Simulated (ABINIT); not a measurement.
# A GW run on SrTiO3 (I4/mcm) in ABINIT, with inputs changed, part 2 of 2

A base run on SrTiO3 (I4/mcm), then changed inputs.

ABINIT 10.8.3; PBE and many-body steps on it, plane waves. Known limits of the many-body steps: not at the basis limit; no spin-orbit coupling.

So far. Step 2 (Screening, 4×4×4 mesh, 113 bands, screening to 108.8 eV): Local fields lower ε∞ by 4 %. Step 3 (Base): The gap on the mesh goes from 1.92 eV to 3.58 eV, a correction of +1.66 eV.

### 6. Exchange cutoff

Level of this step: G0W0 on PBE, plane waves, norm-conserving pseudopotentials (ABINIT).

File run.abi:

```
acell 3*1.0 Angstrom
rprim 
  -2.755500000000 2.755500000000 3.898000000000
  2.755500000000 -2.755500000000 3.898000000000
  2.755500000000 2.755500000000 -3.898000000000
ntypat 3
znucl 38 22 8
natom 10
typat 1 1 2 2 3 3 3 3 3 3
xred 
  0.750000000000 0.250000000000 0.500000000000
  0.250000000000 0.750000000000 0.500000000000
  0.000000000000 0.000000000000 0.000000000000
  0.500000000000 0.500000000000 0.000000000000
  0.250000000000 0.250000000000 0.000000000000
  0.750000000000 0.750000000000 0.000000000000
  0.745100000000 0.245100000000 0.990200000000
  0.245100000000 0.254900000000 0.500000000000
  0.254900000000 0.754900000000 0.009800000000
  0.754900000000 0.745100000000 0.500000000000
pp_dirpath "pseudos"
pseudos "Sr.upf, Ti.upf, O.upf"
ecut 38
ngkpt 4 4 4
nshiftk 1
shiftk 0 0 0
kptopt 1
chksymbreak 0
istwfk *1
occopt 1
irdwfk 1
optdriver 4
nband 113
gwcalctyp 0
ecutsigx 76
symsigma 1
nkptgw 1
kptgw 
  0.0000000000 0.0000000000 0.0000000000
bdgw 
  39 43
ecuteps 4
irdscr 1
ppmodel 1
indata_prefix "in"
outdata_prefix "out"
tmpdata_prefix "tmp"
```

On the command line:

```sh
OMP_NUM_THREADS=1 mpirun -n 16 abinit run.abi > log
```

Output:

```text
.Version 10.8.3 of ABINIT. v10.8.2 released Aug 2026.

 Symmetries : space group I4/m c m (#140); Bravais tI (body-center tetrag.)
[... echo of the input left out ...]
== DATASET  1 ==================================================================
-   mpi_nproc: 16, omp_nthreads: 1 (-1 if OMP is not activated)

--- !DatasetInfo
iteration_state: {dtset: 1, }
dimensions: {natom: 10, nkpt: 13, mband: 113, nsppol: 1, nspinor: 1, nspden: 1, mpw: 8964, }
cutoff_energies: {ecut:  38.0, pawecutdg:  -1.0, }
electrons: {nelect:   8.00000000E+01, charge:   0.00000000E+00, occopt:   1.00000000E+00, tsmear:   1.00000000E-02, }

 SIGMA: Calculation of the GW corrections

 Based on a program developped by R.W. Godby, V. Olevano, G. Onida, and L. Reining.
 Incorporated in ABINIT by V. Olevano, G.-M. Rignanese, and M. Torrent.
.Using double precision arithmetic ; gwpc =  8

[... cell and pseudopotentials left out ...]
--------------------------------------------------------------------------------

 ==== K-mesh for the wavefunctions ====
 Number of points in the irreducible wedge :    13
[... list of points left out ...]
 Together with 16 symmetry operations and time-reversal symmetry
 yields    64 points in the full Brillouin Zone.

 ==== Q-mesh for screening function ====
 Number of points in the irreducible wedge :    13
[... list of points left out ...]
 Together with 16 symmetry operations and time-reversal symmetry
 yields    64 points in the full Brillouin Zone.

 vcoul_init : cutoff-mode = AUXILIARY_FUNCTION
 q-points for optical limit:   1
     1)      0.000010    0.000020    0.000030
 setmesh: FFT mesh size selected  =   120x  120x  120
          total number of points  =      1728000

 Number of electrons calculated from density =   80.0000; Expected =   80.0000
[...]
number of q-points in IBZ                          13
 number of symmetry operations                      16
 number of k-points in BZ                           64
 number of q-points in BZ                           64
 number of frequencies for dSigma/dE                 9
 frequency step for dSigma/dE [eV]                0.25
 number of omega for Sigma on real axis              0
 max omega for Sigma on real axis  [eV]           0.00
 zcut for avoiding poles [eV]                     0.10

 EPSILON^-1 parameters (SCR file):
 dimension of the eps^-1 matrix on file            307
 dimension of the eps^-1 matrix used               307
 number of plane-waves for wavefunctions          8873
 number of bands                                   113
 number of q-points in IBZ                          13
 number of frequencies                               2
 number of real frequencies                          1
 number of imag frequencies                          1

 matrix elements of self-energy operator (all in [eV])

 Perturbative Calculation

--- !SelfEnergy_ee
iteration_state: {dtset: 1, }
kpoint     : [   0.000,    0.000,    0.000, ]
spin       : 1
KS_gap     :    1.925
QP_gap     :    3.582
Delta_QP_KS:    1.657
data: !SigmaeeData |
     Band     E0 <VxcDFT>   SigX SigC(E0)      Z dSigC/dE  Sig(E)    E-E0       E
       39   6.988 -20.200 -25.166   5.374   0.767  -0.304 -19.887   0.313   7.301
       40   6.988 -20.200 -25.166   5.374   0.767  -0.304 -19.887   0.313   7.301
       41   8.913 -18.885 -11.501  -4.867   0.783  -0.278 -16.915   1.970  10.883
       42   8.913 -18.885 -11.501  -4.867   0.783  -0.278 -16.915   1.970  10.883
       43   8.914 -18.886 -11.501  -4.867   0.783  -0.278 -16.915   1.971  10.884

== END DATASET(S) ==============================================================
================================================================================

 -outvars: echo values of variables after computation  --------
           etotal      0.0000000000E+00
            nband         113
             nkpt          13
          spgroup         140
 [... the other variables as echoed above ...]

 Calculation completed.
```

The job ended after 23 s (16 MPI ranks of Arm Neoverse V1, shared host; peak memory 28 GiB).

This step gave:

```
G0W0 gap on the points computed              : 3.582 eV
starting gap on the mesh                     : 1.925 eV
k of the valence top                         : 0, 0, 0
k of the conduction bottom                   : 0, 0, 0
Z at the valence top                         : 0.767
Z at the conduction bottom                   : 0.783
least direct G0W0 gap on the computed points : 3.582 eV
```

### 7. Broadening of the poles

run.abi: that of step 6 with these lines changed.

```diff
@@ -34,3 +34,3 @@
 gwcalctyp 0
-ecutsigx 76
+ecutsigx 38
 symsigma 1
@@ -44,2 +44,3 @@
 ppmodel 1
+zcut 0.5 eV
 indata_prefix "in"
```

Output:

```text
.Version 10.8.3 of ABINIT. v10.8.2 released Aug 2026.

 Symmetries : space group I4/m c m (#140); Bravais tI (body-center tetrag.)
[... echo of the input left out ...]
== DATASET  1 ==================================================================
-   mpi_nproc: 16, omp_nthreads: 1 (-1 if OMP is not activated)

--- !DatasetInfo
iteration_state: {dtset: 1, }
dimensions: {natom: 10, nkpt: 13, mband: 113, nsppol: 1, nspinor: 1, nspden: 1, mpw: 8964, }
cutoff_energies: {ecut:  38.0, pawecutdg:  -1.0, }
[...]
41   8.913 -18.885 -11.498  -4.867   0.783  -0.278 -16.912   1.973  10.886
       42   8.913 -18.885 -11.498  -4.867   0.783  -0.278 -16.912   1.973  10.886
       43   8.914 -18.886 -11.498  -4.867   0.783  -0.278 -16.912   1.973  10.887

== END DATASET(S) ==============================================================
================================================================================

 -outvars: echo values of variables after computation  --------
           etotal      0.0000000000E+00
            nband         113
             nkpt          13
          spgroup         140
 [... the other variables as echoed above ...]

 Calculation completed.
```

Run time: 11 s. Hardware: 16 MPI ranks; peak memory 8.6 GiB.

Numbers from this step:

| Property | Result |
| --- | --- |
| G0W0 gap on the points computed | 3.583 eV |
| starting gap on the mesh | 1.925 eV |
| k of the valence top | 0, 0, 0 |
| k of the conduction bottom | 0, 0, 0 |
| least direct G0W0 gap on the computed points | 3.583 eV |

Against G0W0 in ABINIT (4×4×4 mesh, 113 bands, screening to 108.8 eV, Godby-Needs plasmon pole), the gap moves by +0.000 eV.

### 8. A keyword of another program

run.abi: that of step 7 with these lines changed.

```diff
@@ -44,3 +44,3 @@
 ppmodel 1
-zcut 0.5 eV
+ENCUTGW 100
 indata_prefix "in"
```

Output:

```text
.Version 10.8.3 of ABINIT. v10.8.2 released Aug 2026.

 Symmetries : space group I4/m c m (#140); Bravais tI (body-center tetrag.)
================================================================================
 Values of the parameters that define the memory need of the present run
     intxc =       0    ionmov =       0      iscf =       7    lmnmax =       6
     lnmax =       6     mgfft =      60  mpssoang =       3    mqgrid =    3001
     natom =      10  nloc_mem =       1    nspden =       1   nspinor =       1
    nsppol =       1      nsym =      16    n1xccc =    2501    ntypat =       3
    occopt =       1   xclevel =       2
-    mband =         113        mffmem =           1         mkmem =           1
       mpw =        8964          nfft =      216000          nkpt =          13
================================================================================
  Rough estimation (10% accuracy) of disk space for files :
================================================================================

--------------------------------------------------------------------------------
------------- Echo of variables that govern the present computation ------------
--------------------------------------------------------------------------------
 -outvars: echo values of preprocessed input variables --------
            acell      1.8897261259E+00  1.8897261259E+00  1.8897261259E+00 Bohr

             bdgw          39      43
      chksymbreak           0
             ecut      3.80000000E+01 Hartree
          ecuteps      4.00000000E+00 Hartree
         ecutsigx      3.80000000E+01 Hartree
          ecutwfn      3.80000000E+01 Hartree
-          fftalg         312
           irdscr           1
           irdwfk           1

              ixc     -101130
[...]
[... 8 further rows ...]
                       0.000000  0.000000  0.000000  0.000000  0.000000  0.000000
                       0.000000  0.000000  0.000000  0.000000  0.000000
        optdriver           4
            rprim     -2.7555000000E+00  2.7555000000E+00  3.8980000000E+00
[...]
spgroup         140

             xred      7.5000000000E-01  2.5000000000E-01  5.0000000000E-01
[...]
2.5490000000E-01  7.5490000000E-01  9.8000000000E-03
                       7.5490000000E-01  7.4510000000E-01  5.0000000000E-01
            znucl       38.00000   22.00000    8.00000

================================================================================

 chkinp: Checking input parameters for consistency.

--- !ERROR
message: |
    Found token: `ENCUTGW` in the input file.
    This name is not one of the registered input variable names (see
    Action: check your input file. Perhaps you mistyped the input variable,
    or specified "img", although this was not permitted for this input variable.

--- !ERROR
message: |
    Found token: `ENCUTGW` in the input file.
    This name is not one of the registered input variable names (see
    Action: check your input file. Perhaps you mistyped the input variable,
    or specified "img", although this was not permitted for this input variable.

--- from the log ---
Found token: `ENCUTGW` in the input file.
    This name is not one of the registered input variable names (see
    Action: check your input file. Perhaps you mistyped the input variable,
#3  0xb86cfea05eff in ???
#4  0xb86cfea0ce13 in ???
#5  0x58baa8fd6573 in __libc_start_call_main
#6  0x58baa8fd6657 in __libc_start_main_impl
#7  0xb86cfea0206f in ???
#8  0xffffffffffffffff in ???
#0  0xb28e98d5788b in ???
#1  0xb28e98a792b7 in ???
#2  0xb28e98857897 in ???
#3  0xb28e97915eff in ???
#4  0xb28e9791ce13 in ???
#5  0x50077be46573 in __libc_start_call_main
#6  0x50077be46657 in __libc_start_main_impl
#7  0xb28e9791206f in ???
#8  0xffffffffffffffff in ???
    or specified "img", although this was not permitted for this input variable.
```

Wall time 0.8 s (16 MPI ranks); peak memory 0.05 GiB.

The run stopped with an error after 0.8 s.

The program's words: Found token: `ENCUTGW` in the input file. This name is not one of the registered input variable names (see Action: check your input file. Perhaps you mistyped the input variable, #5  0x58baa8fd6573 in __libc_start_call_main #6  0x58baa8fd6657 in __libc_start_main_impl #5  0x50077be46573 in __libc_start_call_main #6  0x50077be46657 in __libc_start_main_impl or specified "img", although this was not

The fault put into this input: a keyword of another program.

### 9. The runs together

Times are wall times on 16 MPI ranks of Arm Neoverse V1, shared host, good to a factor of about two. A run's time includes the screening step that it read.

```
                                 run   mesh  bands  screening cutoff (eV)  DFT gap (eV)  gap on the mesh (eV)  direct (eV)  ε∞ used     time
                                base  4×4×4    113                  108.8         1.925                 3.583        3.583     6.08  9.7 min
      fewer bands in the self-energy  4×4×4     46                  108.8         1.925                 3.341        3.341     6.08  9.7 min
smaller part of the screening matrix  4×4×4    113                   27.2         1.925                 5.505        5.505     6.08  9.7 min
                     exchange cutoff  4×4×4    113                  108.8         1.925                 3.582        3.582     6.08  9.9 min
             broadening of the poles  4×4×4    113                  108.8         1.925                 3.583        3.583     6.08  9.7 min
```

### 10. Outcome

```
base                                 : 3.583 eV
fewer bands in the self-energy       : 3.341 eV
smaller part of the screening matrix : 5.505 eV
exchange cutoff                      : 3.582 eV
broadening of the poles              : 3.583 eV
known limits                         : not at the basis limit; no spin-orbit coupling
```

Fewer bands in the self-energy: −0.242 eV against base (keys changed: nband). Smaller part of the screening matrix: +1.922 eV against base (keys changed: ecuteps). Exchange cutoff: −0.001 eV against base (keys changed: ecutsigx). Broadening of the poles: no change against base (keys changed: zcut). Bands and cutoff are finite, so the gap is not at the basis limit. The miss can reach some tenths of an eV and take either sign; the mesh is an error of its own. In the G0W0 runs levels were corrected at 1 k point alone, so a gap called «on the mesh» is the least over those, and an edge elsewhere would be missed. The many-body steps are scalar-relativistic: spin-orbit coupling is not in them.

[Paths, hosts, dates, memory and timing lines, banners, echoed tables and standing remarks are left out of the program output.]

[Logs are printed without paths, hosts, clocks, repeated set-up lines and the standing remarks that a program may print on its own settings, such as how far it seeks lower states.]

[Runs of the session that timed out or met a known fault of the program may be left out.]

[Hosts, paths, dates, database ids (printed as entryN), source tags and the programs' standing remarks are cut or masked in the printed files.]

[G0W0 gaps are taken among the corrected bands and points alone; a level outside them can change the order at an edge.]

[Where Ansatz stands beside ABINIT at settings called matched, ABINIT's density can come from a denser mesh and the files from another edition; pairs whose starting gaps differed by over 0.03 eV were left out, so agreement reads better than it is.]
